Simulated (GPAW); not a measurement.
**Y: optical spectrum from first principles**

Aim: the dielectric function of Y, and the optical constants that follow from it.

Calculated with GPAW 26.7.0; DFT, PBE, plane-wave PAW (GPAW data sets), scalar-relativistic, RPA, optical limit.

### Step 1. The starting structure

The structure is hexagonal, space group P6_3/mmc (No. 194). Conventional cell: a = 3.647 Å, b = 3.647 Å, c = 5.731 Å, α = 90.00°, β = 90.00°, γ = 120.00°. Nearest to Y lie 12 Y at 3.56 to 3.65 Å.

As a file:

```xyz
2
Lattice="3.6474 0.0000 0.0000 -1.8237 3.1587 0.0000 0.0000 0.0000 5.7306" Properties=species:S:1:pos:R:3 pbc="T T T"
Y     1.8237    1.0529    4.2980
Y     0.0000    2.1058    1.4326
```

### Step 2. Bands for the response

The response needs many more empty bands than the density does.

This step: DFT, PBE, plane-wave PAW (GPAW data sets), scalar-relativistic, bands at fixed density (GPAW 26.7.0).

nscf.py

```python
from ase.dft.bandgap import bandgap
from gpaw import GPAW, FermiDirac

calc = GPAW('gs.gpw').fixed_density(kpts={'size': (15, 15, 8), 'gamma': True}, nbands=66, convergence={'bands': 60},
                                    occupations=FermiDirac(0.05), txt='nscf.txt')
print('gap (eV)', bandgap(calc, output=None)[0])
print('direct gap (eV)', bandgap(calc, direct=True, output=None)[0])
print('top band over the Fermi level (eV)', min(calc.get_eigenvalues(kpt=k)[59] for k in range(len(calc.get_ibz_k_points()))) - calc.get_fermi_level())
calc.write('full.gpw', mode='all')
```

Run with:

```console
> OMP_NUM_THREADS=1 python nscf.py
```

Numbers of over 12 decimals in the logs are rounded to 6 here.

The program printed:

```text
Diagonalizing LCAO Hamiltonian
Converting LCAO to pw mode
convergence criteria:
- Maximum integral of absolute [eigenst]ate change: 4e-08 eV^2 / valence electron
maximum number of iterations: 150

SCF iterations
|iter     |      energy | eigst |  dens |
|iter:   1||             | +3.72 |       |
|iter:   2||             | +2.48 |       |
|iter:   3||             | +1.18 |       |
|iter:   4||             | -0.10 |       |
|iter:   5||             | -1.00 |       |
|iter:   6||             | -1.91 |       |
|iter:   7||             | -2.74 |       |
|iter:   8||             | -3.64 |       |
|iter:   9||             | -4.48 |       |
|iter:  10||             | -5.36 |       |
|iter:  11||             | -6.15 |       |
|iter:  12||             | -6.65 |       |
|iter:  13||             | -7.08 |       |
|iter:  14||             | -7.44c|       |
SCF steps: 14
  __  _  _
 | _ |_)|_||  |
 |__||  | ||/\| - 26.7.0

Versions:
  Python: 3.12.14
  ASE:    3.29.0
  Numpy:  2.5.5
  Scipy:  1.18.1
  Libxc:  7.0.0

Input parameters:
  mode=PW(ecut=500.0),
  convergence={'bands': 60},
  gpts=array([20, 20, 30]),
  kpts=MonkhorstPack(size=(15, 15, 8), gamma=True),
  maxiter=150,
  nbands=66,
  occupations=Occupations(name='fermi-dirac', width=0.05, fixmagmom=False),
  parallel={},
  xc=XC(name='PBE')

--- standard output ---
gap (eV) 0.0
direct gap (eV) 0.0
top band over the Fermi level (eV) 35.388250
```

Elapsed: 6.1 min, on 1 thread of Intel Xeon at 2.70GHz, shared host; peak memory 0.55 GiB.

### Step 3. Dielectric function, RPA

Transitions between filled and empty bands, summed over the zone, give the optical response, so mesh, band count and broadening shape it.

The induced potential is part of this response.

This step: DFT, PBE, plane-wave PAW (GPAW data sets), scalar-relativistic, RPA, optical limit (GPAW 26.7.0).

df.py

```python
from gpaw.response.df import DielectricFunction

df = DielectricFunction('full.gpw', frequencies={'type': 'nonlinear', 'domega0': 0.03, 'omega2': 8},
                        ecut=50,
                        eta=0.15,
                        nbands=60,
                        rate=0.05,
                        txt='df.txt')
for direction in ['x', 'z']:
    df.get_dielectric_function(xc='RPA', direction=direction, filename=f'df_{direction}.csv')
```

Run with:

```console
> OMP_NUM_THREADS=1 python df.py
```

The program printed:

```text
Using integrator: PointIntegrator
NonLinearFrequencyDescriptor(from 0.000 to 82.780 eV, 523 points)
Nonperiodic BCs:  [False False False]
Using integrator: PointIntegrator
NonLinearFrequencyDescriptor(from 0.000 to 82.780 eV, 523 points)
Nonperiodic BCs:  [False False False]
Using integrator: PointIntegrator

Calculating chi0 body with:
    Ground state adapter containing:
    Number of spins: 1
    Number of kpoints: 1800
    Number of irreducible kpoints: 192
    Number of completely occupied states: 8
    Number of partially occupied states: 14

    Linear response parametrization:
    q_c: [0.0, 0.0, 0.0]
    Number of frequency points: 523
    Planewave cutoff: 50.0
    Number of bands: 60
    Number of planewaves: 55
    Broadening (eta): 0.15

Integrating chi0 body.

Symmetries of q_c:
    Direct symmetries (Uq -> q): 12
    Indirect symmetries (TUq -> q): 0
In total 12 allowed symmetries.

192 groups of equivalent kpoints. 89.333333% reduction.

Integral kind: spectral function

Calculating chi0 optical extensions with:
    Ground state adapter containing:
    Number of spins: 1
    Number of kpoints: 1800
    Number of irreducible kpoints: 192
    Number of completely occupied states: 8
    Number of partially occupied states: 14

    Linear response parametrization:
    Number of frequency points: 523
    Planewave cutoff: 50.0
    Number of bands: 60
    Number of planewaves: 55
    Broadening (eta): 0.15
Integrating chi0 head and wings.

Symmetries of q_c:
    Direct symmetries (Uq -> q): 12
    Indirect symmetries (TUq -> q): 0
In total 12 allowed symmetries.

192 groups of equivalent kpoints. 89.333333% reduction.

Integral kind: spectral function wings

Calculating drude chi0 with:
    Number of frequency points:523
    Plasma frequency decay rate: 0.05 eV

    Ground state adapter containing:
    Number of spins: 1
    Number of kpoints: 1800
    Number of irreducible kpoints: 192
    Number of completely occupied states: 8
    Number of partially occupied states: 14

Symmetries of q_c:
    Direct symmetries (Uq -> q): 12
    Indirect symmetries (TUq -> q): 0
In total 12 allowed symmetries.

192 groups of equivalent kpoints. 89.333333% reduction.

Integral kind: intraband
Plasma frequency:
[[3.28+0.j 0.  +0.j 0.  +0.j]
 [0.  +0.j 3.28+0.j 0.  +0.j]
 [0.  +0.j 0.  +0.j 4.34-0.j]]
```

Run time: 77 s. Hardware: 1 thread; peak memory 0.3 GiB.

Sum at mesh points, not converged in k. The Im ε by photon energy; read off at these points:

```
photon energy (eV)  E ∥ x  E ∥ z
              0.50   29.2   28.0
              1.00   23.8   14.3
              1.50   21.1   24.9
              2.00   17.0   19.2
              2.50   11.6   16.2
              3.00   7.93   9.59
              3.50   5.36   5.47
              4.00   4.18   3.96
              4.50   3.92   3.44
              5.00   3.76   3.04
              5.50   2.96   2.76
              6.00   3.38   1.90
              6.50   3.20   1.88
              7.00   4.33   3.24
              7.15   4.84   3.11
              7.50   3.31   3.49
              8.00   2.12   2.55
              8.50   1.37   1.50
              9.00   1.08  0.949
              9.50  0.875  0.882
             10.00  0.636  0.629
             10.50  0.517  0.584
             11.00  0.462  0.396
             11.50  0.433  0.381
             12.00  0.313  0.320
             12.50  0.325  0.334
             13.00  0.277  0.245
             13.50  0.209  0.203
```

Values under 1 per cm are given as 1; sum at mesh points, not converged in k. Table of absorption coefficient by photon energy:

```
photon energy (eV)  E ∥ x (1/cm)  E ∥ z (1/cm)
             0.492         2.7e5         3.8e5
             1.010         3.2e5         2.6e5
             1.486         4.7e5         4.5e5
             1.985         6.5e5         6.5e5
             2.508         7.7e5         8.7e5
             3.018         7.6e5         9.6e5
             3.510         7.9e5         8.9e5
             3.980         6.7e5         8.7e5
             4.516         7.5e5         8.2e5
             4.981         7.6e5         8.0e5
             5.515         7.5e5         8.9e5
             6.021         7.8e5         7.4e5
             6.494         8.8e5         6.3e5
             6.985         1.0e6         8.8e5
             7.496         1.3e6         1.2e6
             8.026         1.3e6         1.3e6
             8.516         1.1e6         1.2e6
             9.023         1.1e6         1.0e6
             9.483         1.0e6         9.7e5
            10.026         8.8e5         8.5e5
            10.519         7.9e5         7.8e5
            11.029         6.6e5         6.6e5
            11.479         6.7e5         5.9e5
            12.023         4.7e5         4.5e5
            12.504         4.3e5         4.2e5
            13.000         3.5e5         3.1e5
            13.512         2.5e5         2.3e5
```

Sum at mesh points, not converged in k. The loss function −Im 1/ε at q → 0 by energy loss; read off at these points:

```
energy loss (eV)   E ∥ x    E ∥ z
           0.500  0.0233  0.00820
           0.750  0.0441   0.0375
           1.000  0.0402   0.0689
           1.250  0.0417   0.0455
           1.500  0.0472   0.0368
           1.750  0.0482   0.0429
           2.000  0.0570   0.0518
           2.250  0.0582   0.0504
           2.500  0.0696   0.0541
           2.750  0.0865   0.0567
           3.000   0.104   0.0630
           3.250   0.111   0.0742
           3.500   0.131   0.0980
           3.750   0.172    0.113
           4.000   0.222    0.137
           4.250   0.204    0.168
           4.500   0.229    0.200
           4.750   0.254    0.220
           5.000   0.256    0.259
           5.250   0.271    0.251
           5.500   0.324    0.255
           5.750   0.322    0.326
           6.000   0.295    0.434
           6.250   0.273    0.498
           6.500   0.309    0.532
           6.750   0.301    0.398
           7.000   0.231    0.308
           7.250   0.196    0.320
           7.500   0.212    0.266
           7.750   0.236    0.294
           8.000   0.256    0.256
           8.250   0.279    0.292
           8.500   0.326    0.319
           8.750   0.371    0.361
           9.000   0.439    0.458
           9.250   0.496    0.577
           9.500   0.520    0.602
           9.750   0.608    0.715
          10.000   0.785    0.865
          10.250   0.894     1.07
          10.500    1.11     1.21
          10.750    1.46     1.29
          11.000    1.79     1.79
          11.250    1.81     2.22
          11.500    1.98     2.44
          11.750    2.72     2.99
          11.944    3.24     3.02
          12.000    3.18     3.05
          12.250    3.00     2.74
          12.500    2.73     2.51
          12.750    2.86     2.70
          13.000    2.43     2.30
          13.250    2.40     1.95
          13.500    1.75     1.37
          13.750    1.47     1.10
```

Sum at mesh points, not converged in k. The Im ε, E ∥ x by photon energy; read off at these points:

```
photon energy (eV)  without local fields  with local fields
              0.50                  29.5               29.2
              1.00                  24.5               23.8
              1.50                  22.2               21.1
              2.00                  17.3               17.0
              2.50                  11.2               11.6
              3.00                  8.16               7.93
              3.50                  5.55               5.36
              4.00                  4.34               4.18
              4.50                  4.04               3.92
              5.00                  3.88               3.76
              5.50                  3.00               2.96
              6.00                  3.47               3.38
              6.50                  3.19               3.20
              7.00                  4.37               4.33
              7.15                  4.89               4.84
              7.50                  3.25               3.31
              8.00                  1.97               2.12
              8.50                  1.27               1.37
              9.00                 0.996               1.08
              9.50                 0.779              0.875
             10.00                 0.562              0.636
             10.50                 0.449              0.517
             11.00                 0.405              0.462
             11.50                 0.369              0.433
             12.00                 0.268              0.313
             12.50                 0.269              0.325
             13.00                 0.222              0.277
             13.50                 0.163              0.209
```

Sum at mesh points, not converged in k. Reflectivity at normal incidence against photon energy; read off at these points:

```
photon energy (eV)  E ∥ x (%)  E ∥ z (%)
              0.50       73.6       88.1
              1.00       53.5       46.2
              1.50       53.2       53.5
              2.00       54.7       54.6
              2.39       57.9       58.1
              2.50       57.0       58.9
              3.00       50.8       63.0
              3.50       50.9       59.0
              4.00       35.9       54.8
              4.50       36.9       45.8
              5.00       32.0       39.4
              5.50       29.3       42.4
              6.00       24.6       33.0
              6.33       28.9       25.1
              6.50       27.5       18.9
              7.00       28.1       24.1
              7.50       44.7       33.6
              8.00       48.0       44.1
              8.39       50.5       47.7
              8.50       49.7       48.6
              8.70       48.4       50.8
              9.00       46.9       48.6
              9.50       47.2       43.3
             10.00       44.8       42.7
             10.50       41.8       35.9
             11.00       32.5       38.2
             11.50       31.7       29.3
             12.00       23.7       21.0
             12.50       16.7       14.8
             13.00       13.0       12.0
             13.50       9.38       7.40
```

At chosen wavelengths:

```
wavelength (nm)   n x    k x  R (%) x  1/α x   n z    k z  R (%) z  1/α z
           1064  3.77  3.048     52.9  28 nm  3.50  2.300     45.2  37 nm
            532  2.29  3.264     57.4  13 nm  2.68  3.430     57.6  12 nm
            450  1.67  2.732     54.2  13 nm  1.96  3.381     61.1  11 nm
            405  1.57  2.477     50.7  13 nm  1.43  3.088     62.9  10 nm
            365  1.30  2.339     51.6  12 nm  1.11  2.644     61.2  11 nm
            308  1.29  1.659     35.5  15 nm  0.93  2.100     54.1  12 nm
            248  1.24  1.511     32.0  13 nm  0.96  1.581     39.4  12 nm
```

A polished face would reflect 56 % of daylight and look light grey (CIE x = 0.307, y = 0.327 under D65).

### Step 4. Summary of results

What this shows: At this level (PBE, RPA) Y is a metal. The mesh is too coarse to trust the carriers' weight, the reflectivity or the colour to better than tens of per cent. A polished face would reflect 56 % of daylight and look light grey (CIE x = 0.307, y = 0.327 under D65). The carriers' damping of 0.05 eV is typed, not computed; it shapes the response at the lowest energies. In this version of GPAW the matrix elements of the optical limit are incomplete, which can lower ε − 1 by up to a tenth where first-row anions or d states rule, and shift it by more in d metals. GPAW's carrier term has the form −ωp²/(ω + i·rate)², which damps like twice the rate and fails at low energy, so the curves leave the lowest energies out. The sum runs over mesh points 0.14 Å⁻¹ apart with no interpolation, so peaks are partly noise of the mesh, and the Drude plasma energy, a sum over the Fermi surface, isn't converged.

[Machine, clock and banner lines and Python warnings are left out of the logs.]

[Logs are printed without paths, hosts, clocks, repeated set-up lines and the standing remarks that a program may print on its own settings, such as how far it seeks lower states.]

[Hosts, paths, dates, database ids (printed as entryN), source tags and the programs' standing remarks are cut or masked in the printed files.]
